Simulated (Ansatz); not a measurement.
# HfCdO3 in P4/mbm, a phase reached by a soft mode: a soft mode frozen in

Wanted: the energy along a soft mode of HfCdO3 in P4/mbm, a phase reached by a soft mode and the structure at the end.

Main program and level: Ansatz 0.2.0; DFT PBEsol, scalar-relativistic, plane waves, PAW; PAW set soft_1.

The structure was built from a prototype and need not be the compound's stable phase.

## 1. Set-up

The structure is tetragonal, space group P4/mbm (No. 127). The conventional cell has a = 5.608 Å, b = 5.608 Å, c = 4.027 Å, α = 90.00°, β = 90.00°, γ = 90.00°. Nearest to Cd lie 4 O at 2.41 Å. Nearest to Hf lie 6 O at 2.01 to 2.09 Å. O has 2 Hf at 2.09 Å and 2 Cd at 2.41 Å nearest. Nearest to O lie 2 Hf at 2.01 Å. Farther neighbours and most contacts between anions are not listed.

## 2. Zone-centre response

This phase was reached earlier by freezing in an unstable mode of a structure of higher symmetry and relaxing. Its zone-centre modes can show that it is still unstable.

input.yaml reads:

```yaml
crystal:
  lattice:
    - [5.6083914436, 0.0, 0.0]
    - [0.0, 5.6083914436, 0.0]
    - [0.0, 0.0, 4.0265195377]
  atoms:
    - { symbol: Cd, position: [0.5, 0.0, 0.0] }
    - { symbol: Cd, position: [0.0, 0.5, 0.0] }
    - { symbol: Hf, position: [0.0, 0.0, 0.5] }
    - { symbol: Hf, position: [0.5, 0.5, 0.5] }
    - { symbol: O, position: [0.1678270082, 0.6678270082, 0.5] }
    - { symbol: O, position: [0.8321729918, 0.3321729918, 0.5] }
    - { symbol: O, position: [0.3321729918, 0.1678270082, 0.5] }
    - { symbol: O, position: [0.6678270082, 0.8321729918, 0.5] }
    - { symbol: O, position: [0.0, 0.0, 0.0] }
    - { symbol: O, position: [0.5, 0.5, 0.0] }
kpoints:
  mp_grid: { grid: [4, 4, 6] }
hamiltonian:
  xc: pbesol
  pseudopotentials: { kind: paw, azcp: { folder: soft_1 }, xc_functional: pbe }
scf:
  occupations: { method: fixed }
output:
  eigenvalues: true
phonons:
  method: dfpt
  dielectric: true
  rigid_motions: translations
```

Command:

```sh
ansatz run input.yaml --threads 4 --pin off --max-ram 16384MiB --backend cpu --events-out ev --progress --plain --runs-dir out
```

Numbers of over 12 decimals in the logs are rounded to 6 here.

The log of the run:

```text
Engine: ansatz 0.2.0, aarch64-unknown-linux-gnu
Pseudopotentials: kind: paw
Pseudopotential: Cd, paw, valence charge 20, recommended cutoff 420 eV (normal), soft_1/Cd.paw.azcp
Pseudopotential: Hf, paw, valence charge 26, recommended cutoff 420 eV (normal), soft_1/Hf.paw.azcp
Pseudopotential: O, paw, valence charge 6, recommended cutoff 420 eV (normal), soft_1/O.paw.azcp
Functional definition: PBEsol
  exchange = pbesol_x
  correlation = pbesol_c
Crystal: 10 atoms, lattice volume = 126.650 Å³
Basis set: ecut = 420 eV, 2481 PW (Γ), exchange–correlation on 80×80×54 points (8 copies of the dense FFT grid, shifted against one another)
Bands: 77, of which v1, the nominal top of the filled ones, is band 64 counted from 1 (63 counted from 0)
Symmetry: 16 space group operations
k-points: 52 of 96 (irreducible under 1 space group operation, time reversal used)
Non-local potential: Cd, projectors of the file, l = 0: 3, l = 1: 2, l = 2: 2, l = 3: 1
Non-local potential: Hf, projectors of the file, l = 0: 3, l = 1: 2, l = 2: 2, l = 3: 3
Non-local potential: O, projectors of the file, l = 0: 2, l = 1: 2, l = 2: 1
PAW form: soft (Blöchl's): semilocal exchange-correlation on the pseudo side does not see the compensation charge
PAW frozen core: Cd, regenerated for the run's functional, and the local potential with it (the file was generated under x = pbe(κ = 0.804, μ = 0.219515), c = pbe(β = 0.066725))
PAW frozen core: Hf, regenerated for the run's functional, and the local potential with it (the file was generated under x = pbe(κ = 0.804, μ = 0.219515), c = pbe(β = 0.066725))
PAW frozen core: O, regenerated for the run's functional, and the local potential with it (the file was generated under x = pbe(κ = 0.804, μ = 0.219515), c = pbe(β = 0.066725))
PAW one-centre angular grid: Cd, 590 points (default); XC on 64 Gauss nodes
PAW one-centre angular grid: Hf, 590 points (default); XC on 64 Gauss nodes
PAW one-centre angular grid: O, 110 points (default); XC on 64 Gauss nodes
Initial density: superposition of atomic densities (chi_scale 0.1, normalization cell, long waves kept (reshape's long-wave potential 0.00 eV rms))
Initial wavefunctions: pseudopotential atomic-orbital guess
Functional: x = pbesol(κ = 0.804, μ = 0.123457), c = pbesol(β = 0.046)
SCF iter   1: F=—  HF=-50942.923287 eV  |F-HF|=—  |Δ(HF+E_count)|=         —  Δρ=9.46e-2  dr2=1.02e1  ethr=3.10e-3  ⟨swp⟩=4.0  Hψ=11250  notcnv=0  defer=343
preconditioner: auto → Resta (q_TF=auto, 2.733 Å⁻¹)  ε∞=5.0  [insulator: Δε(μ)=1.132 eV  Ē_g=17.092 eV  n_scr=46 (ndim 8)  ℏωp=34.3 eV  f_vac=0.000  ε∞_Penn≈5.0]
SCF iter   2: F=—  HF=-50940.475983 eV  |F-HF|=—  |Δ(HF+E_count)|=    2.45e0  Δρ=3.82e-2  dr2=1.92e0  ethr=3.10e-3  ⟨swp⟩=2.1  Hψ=7846  notcnv=0  defer=489
SCF iter   3: F=—  HF=-50939.947620 eV  |F-HF|=—  |Δ(HF+E_count)|=   5.28e-1  Δρ=2.09e-2  dr2=5.72e-1  ethr=1.50e-3  ⟨swp⟩=2.0  Hψ=6950  notcnv=0  defer=542
SCF iter   4: F=—  HF=-50939.801994 eV  |F-HF|=—  |Δ(HF+E_count)|=   1.46e-1  Δρ=6.55e-3  dr2=3.43e-2  ethr=4.47e-4  ⟨swp⟩=2.0  Hψ=6748  notcnv=0  defer=570
SCF iter   5: F=—  HF=-50939.810242 eV  |F-HF|=—  |Δ(HF+E_count)|=   8.25e-3  Δρ=2.02e-3  dr2=7.02e-3  ethr=2.68e-5  ⟨swp⟩=2.0  Hψ=6939  notcnv=0  defer=570
SCF iter   6: F=—  HF=-50939.807055 eV  |F-HF|=—  |Δ(HF+E_count)|=   3.19e-3  Δρ=7.76e-4  dr2=5.41e-4  ethr=5.48e-6  ⟨swp⟩=2.9  Hψ=6789  notcnv=0  defer=572
SCF iter   7: F=—  HF=-50939.807003 eV  |F-HF|=—  |Δ(HF+E_count)|=   5.28e-5  Δρ=3.16e-4  dr2=1.42e-4  ethr=4.23e-7  ⟨swp⟩=2.0  Hψ=6944  notcnv=0  defer=525
SCF iter   8: F=—  HF=-50939.807140 eV  |F-HF|=—  |Δ(HF+E_count)|=   1.38e-4  Δρ=3.33e-4  dr2=1.13e-4  ethr=1.11e-7  ⟨swp⟩=2.0  Hψ=6615  notcnv=0  defer=323
SCF iter   9: F=—  HF=-50939.807120 eV  |F-HF|=—  |Δ(HF+E_count)|=   2.07e-5  Δρ=8.13e-5  dr2=7.79e-6  ethr=8.85e-8  ⟨swp⟩=2.0  Hψ=6099  notcnv=0  defer=303
SCF iter  10: F=—  HF=-50939.807120 eV  |F-HF|=—  |Δ(HF+E_count)|=   4.59e-7  Δρ=2.05e-5  dr2=5.46e-7  ethr=6.09e-9  ⟨swp⟩=2.0  Hψ=6597  notcnv=0  defer=303
SCF iter  11: F=—  HF=-50939.807121 eV  |F-HF|=—  |Δ(HF+E_count)|=   4.10e-7  Δρ=4.52e-6  dr2=2.30e-8  ethr=4.27e-10  ⟨swp⟩=2.0  Hψ=6689  notcnv=0  defer=303
SCF iter  12: F=—  HF=-50939.807121 eV  |F-HF|=—  |Δ(HF+E_count)|=   1.08e-8  Δρ=1.75e-6  dr2=3.36e-9  ethr=1.80e-11  ⟨swp⟩=2.0  Hψ=6587  notcnv=0  defer=303
SCF iter  13: F=—  HF=-50939.807121 eV  |F-HF|=—  |Δ(HF+E_count)|=  8.00e-11  Δρ=8.19e-7  dr2=7.79e-10  ethr=2.63e-12  ⟨swp⟩=2.0  Hψ=6657  notcnv=0  defer=303
SCF iter  14: F=-50939.807121 eV  HF=-50939.807121 eV  |F-HF|=7.28e-11  |Δ(HF+E_count)|=  2.33e-10  Δρ=2.88e-7  dr2=9.07e-11  ethr=1.00e-12  ⟨swp⟩=11.9  Hψ=26989  notcnv=0
SCF 1 converged in 14 iterations: F = -50939.807121 eV  dr2 = 9.07e-11
  greatest PAW one-centre occupation: 1.000 electrons in one spin orbital (limit 2), on the Cd atom at site 1 (counted from 0), in its partial waves of l = 0
DFPT response loops at Γ: preconditioner auto → Resta (q_TF=auto, 2.733 Å⁻¹)  ε∞=7.6 (no band partly filled); β = 1.00, the filter's whole step (`scf.mixing.beta` (0.50) is not read by the response loops at its default; to damp them type it under 1.00, their step now; it binds the ground state too); Broyden in place of MSR1
── the response to a field inside a basis, on 10×10×12 k-points: an SCF that follows is theirs, and a resumed run solves both again ──
Bands: 65, of which v1, the nominal top of the filled ones, is band 64 counted from 1 (63 counted from 0)
k-points: 90 of 1200
Initial density: handed on by an earlier stage of this run
Initial wavefunctions: pseudopotential atomic-orbital guess (no wavefunctions were taken with the density)
Eigensolver: Dense (90 Hₖ)
SCF iter   1: F=—  HF=-50939.577640 eV  |F-HF|=—  |Δ(HF+E_count)|=         —  Δρ=4.77e-4  dr2=5.44e-5  ethr=1.00e-1
preconditioner: auto → Resta (q_TF=auto, 2.733 Å⁻¹)  ε∞=8.2  [insulator: Δε(μ)=1.224 eV  Ē_g=12.757 eV  n_scr=46 (ndim 8)  ℏωp=34.3 eV  f_vac=0.015  ε∞_Penn≈8.2]
SCF iter   2: F=—  HF=-50939.577659 eV  |F-HF|=—  |Δ(HF+E_count)|=   1.93e-5  Δρ=2.47e-4  dr2=2.01e-5  ethr=4.25e-8
SCF iter   3: F=—  HF=-50939.577672 eV  |F-HF|=—  |Δ(HF+E_count)|=   1.26e-5  Δρ=1.23e-4  dr2=5.27e-6  ethr=1.57e-8
SCF iter   4: F=—  HF=-50939.577676 eV  |F-HF|=—  |Δ(HF+E_count)|=   4.15e-6  Δρ=2.02e-5  dr2=3.35e-7  ethr=4.11e-9
SCF iter   5: F=-50939.577676 eV  HF=-50939.577676 eV  |F-HF|=9.05e-9  |Δ(HF+E_count)|=   4.58e-8  Δρ=7.32e-6  dr2=5.88e-8  ethr=2.61e-10
SCF 1 converged in 5 iterations: F = -50939.577676 eV  dr2 = 5.88e-8
DFPT response loops at Γ: preconditioner auto → Resta (q_TF=auto, 2.733 Å⁻¹)  ε∞=7.0 (no band partly filled); β = 1.00, the filter's whole step (`scf.mixing.beta` (0.50) is not read by the response loops at its default; to damp them type it under 1.00, their step now; it binds the ground state too); Broyden in place of MSR1
WARN: field response: ε∞ stands inside a basis, on 10×10×12 points; the force constants stand on the 4×4×6 k-mesh, whose period is 10.60 times the interband length at k = (0.0000, 0.0000, 0.0000), direct gap 1.255 eV, under 14: take them and everything formed from them as unconverged, and compare with a denser kpoints.mp_grid
SCF converged after 14 iterations
Free energy (F): -50939.807121 eV
Harris-Foulkes:  -50939.807121 eV  (|F-HF|=7.28e-11)
Internal energy: -50939.807121 eV  (E = F + TS)
E sigma→0 (E₀):  -50939.807121 eV
Fermi energy:    11.827025 eV
--- Per-component energies (eV) ---
  E_band       = -896.502288
  E_kinetic    = 2699.269415
  E_local      = -21344.599370  (includes V_loc(G=0)·N_el)
  E_nonlocal   = 711.764887
  E_hartree    = 9998.600039
  E_xc         = -1261.286143
  E_vxc        = -1440.861526  (∫ρ·V_xc dr)
  E_paw        = -24166.166485  (= ΣΔE_a)
  E_vpaw       = -1519.281015  (= ΣTr[D̂ρ^β])
  E_aug_tail   = 0.005238  (compensation charges beyond the density's cutoff)
  E_ewald      = -17580.792463
  E_core_change = 3.397761  (= ΣΔE_core)
  E_smearing   = -0.000000  (= −TS)
  E_closure    = -0.000000  (closes the sum)
  Σ components = -50939.807121   (vs F -50939.807121, Δ=0.00e0)
--- Band table (eV; the first three rows and the last of 52) ---
  k-point 0: bands = [... 60 lower, 10.9355, 11.3223, 11.6230, 11.6230, 12.8777, 15.5155, 16.1119, 16.1119, ... 9 higher]
  k-point 1: bands = [... 60 lower, 11.0823, 11.0823, 11.7188, 11.7188, 13.6747, 15.4881, 16.6928, 16.6928, ... 9 higher]
  k-point 2: bands = [... 60 lower, 11.3896, 11.3896, 11.8270, 11.8270, 15.1853, 15.3613, 16.8751, 17.7241, ... 9 higher]
  k-point 51: bands = [... 60 lower, 10.7952, 10.7952, 11.5153, 11.5153, 16.4824, 16.4824, 17.6140, 17.6140, ... 9 higher]
--- Phonons (Γ-DFPT): 8 representative perturbations + reference, on 52 of 96 k-points (Σ response iterations 35) ---
  k mesh reduced under 1 symmetry operation, with k and −k counted as one. Each operation leaves every solved perturbation unchanged. A smaller set is not considered because the run solves the response to a homogeneous field
  ASR residual: 2.664e-4 → 0.000e0 eV/Å²; symmetrization residual: 2.149e-5 eV/Å²
  ASR residual per site (eV/Å²): 4.72e-5 4.72e-5 2.66e-4 2.66e-4 1.39e-4 1.39e-4 1.39e-4 1.39e-4 1.57e-4 1.57e-4
  Γ frequencies (cm⁻¹): -145.86 -145.86 -76.53 -76.53 0.00 0.00 0.00 79.88 86.17 86.17 97.81 111.21 113.44 113.44 190.51 190.51 200.40 217.37 229.10 229.10 232.91 232.91 398.83 471.27 515.32 515.32 582.16 639.50 642.96 732.17
  ε∞ (high-frequency dielectric tensor):
        5.708097     0.000000     0.000000
        0.000000     5.708097     0.000000
        0.000000     0.000000     6.177288
  softest optical mode at Γ: -145.86 cm⁻¹; the repairs (sum rule, projections) moved no ω² at Γ by more than (3.71 cm⁻¹)²
  Born effective charges Z* (e; rows j = field, columns β = displacement):
    site 0:
         2.55758   -0.24482    0.00000
        -0.24482    2.55758    0.00000
         0.00000    0.00000    3.02041
    site 1:
         2.55758    0.24482    0.00000
         0.24482    2.55758    0.00000
         0.00000    0.00000    3.02041
    site 2:
         5.60875   -0.03985    0.00000
         0.03985    5.60875    0.00000
         0.00000    0.00000    6.02059
    site 3:
         5.60875    0.03985    0.00000
        -0.03985    5.60875    0.00000
         0.00000    0.00000    6.02059
    site 4:
        -3.10736    1.08929    0.00000
         1.08929   -3.10736    0.00000
         0.00000    0.00000   -2.01884
    site 5:
        -3.10736    1.08929    0.00000
         1.08929   -3.10736    0.00000
         0.00000    0.00000   -2.01884
    site 6:
        -3.10736   -1.08929    0.00000
        -1.08929   -3.10736    0.00000
         0.00000    0.00000   -2.01884
    site 7:
        -3.10736   -1.08929    0.00000
        -1.08929   -3.10736    0.00000
         0.00000    0.00000   -2.01884
    site 8:
        -1.95161    0.14814    0.00000
        -0.14814   -1.95161    0.00000
         0.00000    0.00000   -5.00333
    site 9:
        -1.95161   -0.14814    0.00000
         0.14814   -1.95161    0.00000
         0.00000    0.00000   -5.00333
  Z* charge neutrality: 2.122e-2 e pre-enforcement
  solved inside a basis spanned on kpoints, on 10×10×12 k-points, taken by the longest dipole's decay: ε∞ is read to err by 2.8e-2, Z* by 1.5e-1 e (field_mesh: kpoints solves on kpoints); Z* is corrected for what the basis lacks
  optical modes at Γ without the LO–TO term, one row a degenerate level:
      ω (cm⁻¹)  modes    IR ((D/Å)²/amu)
       -145.86      2            38.7923
        -76.53      2             9.2834
         79.88      1             0.0000
         86.17      2             1.4063
         97.81      1             0.0000
        111.21      1             2.9944
        113.44      2             6.1874
[...]
optical modes at Γ + LO–TO along q̂ = [1.0000, 0.0000, 0.0000]:
      ω (cm⁻¹)  modes    IR ((D/Å)²/amu)
[...]
optical modes at Γ + LO–TO along q̂ = [0.0000, 1.0000, 0.0000]:
      ω (cm⁻¹)  modes    IR ((D/Å)²/amu)
[...]
optical modes at Γ + LO–TO along q̂ = [0.0000, 0.0000, 1.0000]:
      ω (cm⁻¹)  modes    IR ((D/Å)²/amu)
[...]
190.51      2             0.0000
        200.40      1             0.0000
        229.10      2            19.9982
        232.91      2            30.6274
        369.13      1            18.9549
        398.83      1             0.0000
        471.27      1             0.0000
        515.32      2            62.5625
        582.16      1             0.0000
        639.50      1             0.0000
        732.17      1             0.0000
        787.11      1            89.7656
```

It took 5 min on 4 threads of Arm Neoverse V1, shared host; peak memory 2.3 GiB; 19 min of CPU time.

Numbers from this step:

```yaml
gap_on_the_k_mesh: 1.051 eV
volume_per_atom: 12.67 Å³
sum_rule_residual_before_enforcement: 2.66e-4 eV/Å²
miss_of_the_charge_sum_rule: 0.02122 e
estimated_error_of_the_dielectric_tensor: 0.02776
estimated_error_of_the_born_charges: 0.1505 e
point_group: 4/mmm
highest_optical_mode_at_the_zone_centre_no_lo_to_term: 732.2 cm⁻¹
lowest_optical_zone_centre_mode: -145.9 cm⁻¹
mean_high_frequency_dielectric_constant: 5.864
largest_born_charge_third_of_the_trace: 5.746 e
top_of_the_zone_centre_spectrum_with_the_field: 787.1 cm⁻¹
```

Patterns of degenerate modes are one choice out of their space. The modes at Γ (shares of kinetic energy by element, %) (negative means imaginary):

```csv
mode,frequency (cm⁻¹),symmetry,Cd %,Hf %,O %
1,-145.9,Eu,13,0,86
2,-145.9,Eu,13,0,86
3,-76.5,Eu,63,1,36
4,-76.5,Eu,63,1,36
5,0.0,acoustic,33,53,14
6,0.0,acoustic,33,53,14
7,0.0,acoustic,33,53,14
8,79.9,B1u,93,0,7
9,86.2,Eu,53,21,26
10,86.2,Eu,53,21,26
11,97.8,A1u,0,96,4
12,111.2,A2u,66,30,4
13,113.4,Eu,17,59,24
14,113.4,Eu,17,59,24
15,190.5,Eg,0,0,100
16,190.5,Eg,0,0,100
17,200.4,B1u,7,0,93
18,217.4,A2u,1,14,86
19,229.1,Eu,10,58,32
20,229.1,Eu,10,58,32
21,232.9,Eu,11,6,83
22,232.9,Eu,11,6,83
23,398.8,A1g,0,0,100
24,471.3,B2g,0,0,100
25,515.3,Eu,0,2,98
26,515.3,Eu,0,2,98
27,582.2,B1g,0,0,100
28,639.5,A1u,0,4,96
29,643.0,A2u,0,3,97
30,732.2,A2g,0,0,100
```

Displacements in mode 2 (-145.9 cm⁻¹), the largest set to 1:
```
Cd1 -0.04 -0.01  0.00
Cd2 -0.15  0.15  0.00
Hf3 -0.01  0.02  0.00
Hf4 -0.02  0.00  0.00
O5   0.14 -0.16  0.00
O6   0.14 -0.16  0.00
O7  -0.03  0.08  0.00
O8  -0.03  0.08  0.00
O9   0.43 -0.91  0.00
O10  1.00 -0.11  0.00
```

Displacements in mode 4 (-76.5 cm⁻¹), the largest set to 1:
```
Cd1  0.54 -0.32  0.00
Cd2 -0.44 -0.04  0.00
Hf3  0.03  0.05  0.00
Hf4 -0.05  0.02  0.00
O5  -0.03  0.11  0.00
O6  -0.03  0.11  0.00
O7  -0.03  0.10  0.00
O8  -0.03  0.10  0.00
O9  -1.00  0.43  0.00
O10  0.61  0.90  0.00
```

Before it was imposed, the acoustic sum rule was missed by 2.7e-4 eV/Å² and the charge sum rule by 0.021 e. Small misses are needed for a sound result but don't prove that mesh and cutoff are converged. The lowest optical mode is imaginary, 145.9i cm⁻¹, so the energy falls along it.

The log warns of the k mesh: “the force constants stand on the 4×4×6 k-mesh, whose period is 10.60 times the interband length at k = (0.0000, 0.0000, 0.0000), direct gap 1.255 eV, under 14: take them and everything formed from them as unconverged”.

## 3. The mode frozen in, largest atomic shift 0 Å

The mode followed lies at Γ with frequency 145.9i cm⁻¹ and is 2-fold degenerate, the softest among the wavevectors solved. At small amplitude the distorted cell has space group no. 38 by a symmetry search on the positions. The undistorted cell that holds it gives the zero of energy on the same k mesh.

Changes to input.yaml since step 2:

```diff
@@ -22,8 +22,6 @@
 scf:
-  occupations: { method: fixed }
+  occupations: { method: gaussian, width: 0.02 }
 output:
+  forces: true
+  stress: true
   eigenvalues: true
-phonons:
-  method: dfpt
-  dielectric: true
-  rigid_motions: translations
```

The log of the run:

```text
[...]
Crystal: 10 atoms, lattice volume = 126.650 Å³
Basis set: ecut = 420 eV, 2481 PW (Γ), exchange–correlation on 80×80×54 points (8 copies of the dense FFT grid, shifted against one another)
Bands: 77, of which v1, the nominal top of the filled ones, is band 64 counted from 1 (63 counted from 0)
Symmetry: 16 space group operations
[...]
k-points: 24 of 96
[...]
k-point 0: bands = [... 60 lower, 10.9355, 11.3224, 11.6230, 11.6230, 12.8777, 15.5155, 16.1119, 16.1119, ... 6 higher]
  k-point 1: bands = [... 60 lower, 11.0823, 11.0823, 11.7188, 11.7188, 13.6747, 15.4881, 16.6928, 16.6928, ... 6 higher]
  k-point 2: bands = [... 60 lower, 11.3896, 11.3896, 11.8270, 11.8270, 15.1853, 15.3613, 16.8751, 17.7241, ... 6 higher]
  k-point 23: bands = [... 60 lower, 10.7952, 10.7952, 11.5154, 11.5154, 16.4824, 16.4824, 17.6140, 17.6140, ... 6 higher]
[key lines of the parts left out:]
SCF converged after 10 iterations
Free energy (F): -50939.807121 eV
Fermi energy:    12.352599 eV
P = ⅓ Tr σ = -0.0037 GPa (-0.037 kbar)
```

The job ended after 4.6 s (4 threads; peak memory 0.61 GiB; 17 s of CPU time).

This step gave:

| Property | Result |
| --- | --- |
| pressure | -0.003709 GPa |
| energy from the undistorted cell | 0 meV/atom |

At this level the gap is 1.05 eV on the k-mesh of the self-consistent run, which can miss the band edges.

## 4. The mode frozen in, largest atomic shift 0.32 Å

The atoms are moved along the unstable eigenvector, the largest shift by 0.32 Å, with the cell fixed.

input.yaml reads:

```yaml
crystal:
  lattice:
    - [5.6083914436, 0.0, 0.0]
    - [0.0, 5.6083914436, 0.0]
    - [0.0, 0.0, 4.0265195377]
  atoms:
    - { symbol: Cd, position: [0.5006953221, -0.0006953221, 0.0] }
    - { symbol: Cd, position: [0.0086291952, 0.4913708048, 0.0] }
    - { symbol: Hf, position: [0.0002752595, -0.0010909297, 0.5] }
    - { symbol: Hf, position: [0.5010909297, 0.4997247405, 0.5] }
    - { symbol: O, position: [0.1592844915, 0.6763695249, 0.5] }
    - { symbol: O, position: [0.8236304751, 0.3407155085, 0.5] }
    - { symbol: O, position: [0.3355623786, 0.1644376214, 0.5] }
    - { symbol: O, position: [0.671216395, 0.828783605, 0.5] }
    - { symbol: O, position: [-0.0155562723, 0.0548957605, 0.0] }
    - { symbol: O, position: [0.4451042395, 0.5155562723, 0.0] }
kpoints:
  mp_grid: { grid: [4, 4, 6] }
hamiltonian:
  xc: pbesol
  pseudopotentials: { kind: paw, azcp: { folder: soft_1 }, xc_functional: pbe }
scf:
  occupations: { method: gaussian, width: 0.02 }
output:
  forces: true
  stress: true
  eigenvalues: true
  write_density: true
  write_potential: true
  elf: true
  volumetric_format: npy
```

The log of the run:

```text
[...]
Crystal: 10 atoms, lattice volume = 126.650 Å³
Basis set: ecut = 420 eV, 2481 PW (Γ), exchange–correlation on 80×80×54 points (8 copies of the dense FFT grid, shifted against one another)
Bands: 77, of which v1, the nominal top of the filled ones, is band 64 counted from 1 (63 counted from 0)
Symmetry: 4 space group operations
[...]
k-points: 28 of 96 (time reversal used)
[...]
k-point 0: bands = [... 60 lower, 10.9061, 11.2572, 11.6353, 11.6600, 12.9331, 15.6341, 16.0987, 16.9003, ... 9 higher]
  k-point 1: bands = [... 60 lower, 11.0342, 11.1047, 11.7209, 11.7489, 13.7443, 15.5941, 16.5005, 16.9204, ... 9 higher]
  k-point 2: bands = [... 60 lower, 11.2793, 11.4583, 11.8037, 11.8702, 15.2009, 15.4935, 16.8273, 17.4891, ... 9 higher]
  k-point 27: bands = [... 60 lower, 10.7868, 10.9106, 11.3697, 11.6187, 16.3748, 16.6131, 17.2503, 17.7092, ... 9 higher]
[key lines of the parts left out:]
SCF converged after 10 iterations
Free energy (F): -50939.867316 eV
Fermi energy:    12.401792 eV
P = ⅓ Tr σ = -0.9146 GPa (-9.146 kbar)
```

The job ended after 12 s (4 threads; peak memory 0.6 GiB).

Numbers from this step:

* pressure: -0.9146 GPa
* gap on the k-mesh: 1.063 eV
* energy from the undistorted cell: -6.019 meV/atom

The energy, extrapolated to zero smearing, is -6.02 meV/atom against the undistorted cell.

The run ends at a pressure of -0.91 GPa, with forces up to 0.36 eV/Å.

[end of part 1 of 3]

[Logs are printed without paths, hosts, clocks, repeated set-up lines and the standing remarks that a program may print on its own settings, such as how far it seeks lower states.]

[Hosts, paths, dates, database ids (printed as entryN), source tags and the programs' standing remarks are cut or masked in the printed files.]
